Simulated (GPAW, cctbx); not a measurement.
# Zr3W: what bonding does to one electron reflection, worked out

Zr3W, Fm-3m (no. 225), a = 6.8916 Å, b = 6.8916 Å, c = 6.8916 Å, α = 90.00°, β = 90.00°, γ = 90.00°.

| atom | mult. | x | y | z |
| --- | --- | --- | --- | --- |
| W1 | 4 | 0 | 0 | 0 |
| Zr1 | 4 | 1/2 | 0 | 0 |
| Zr2 | 8 | 1/4 | 3/4 | 3/4 |

The cell comes from substitution in a known structure type and wasn't matched to any measured phase.

A DFT run (GPAW, PBE, 450 eV, 6×6×6 k-points, Fermi–Dirac width 0.1 eV) gives the static X-ray structure factor of 131 as 119.483 e for the conventional cell; superposed free atoms give 119.920 e. **Problem.** Find the Fourier component V of the crystal potential and the two-beam extinction distance at 200 kV in both cases.

## 1. Geometry

The cell volume is Ω = 327.30 Å³ and d(131) = 2.0779 Å, so g = 1/d = 0.4813 Å⁻¹.

## 2. The nuclei

Electrons feel nuclei as well as electrons, so the nuclear charges are summed with the same phases.

Phase sums Σ exp(2πi h·x), turned so that the total is real and positive: W +4.000, Zr -4.000. Then F_Z = 74 × (+4.000) + 40 × (-4.000) = 136.00 e. The electron term has the same sign for this reflection.

## 3. Mott–Bethe

Poisson's equation, term by term, gives V = (e/4πε₀)(F_Z − F)/(πΩg²), with e/4πε₀ = 14.3996 V Å.

The prefactor is 14.3996 × 2.0779²/(π × 327.30) = 0.06046 V per electron. Free atoms: (136.00 − 119.920) × 0.06046 = 0.972 V. Crystal: (136.00 − 119.483) × 0.06046 = 0.999 V. F changes by -0.36 % and V by +2.7 %: the same 0.44 e is measured against F_Z − F = 16.1 e in place of F = 119.9 e.

## 4. Extinction distance

In the two-beam case ξ = 1/(λU) with U = 2γm₀eV/h², that is ξ = 150.41 V Å²/(γλV).

At 200 kV, λ = 0.02508 Å and γ = 1.3914. Free atoms: ξ = 4433 Å. Crystal: ξ = 4316 Å. The thickness fringes go as sin²(πt/ξ), so the two patterns slip by a quarter of a period when t|1/ξ₁ − 1/ξ₀| = 1/4, at t ≈ 4078 nm, thicker than usual samples. Thermal motion, absorption and many-beam coupling, left out here, change a real pattern.

## 5. Answer

V(131) is 1.00 V against 0.97 V, and ξ is 4316 against 4433 Å. Limits: static atoms, two beams.
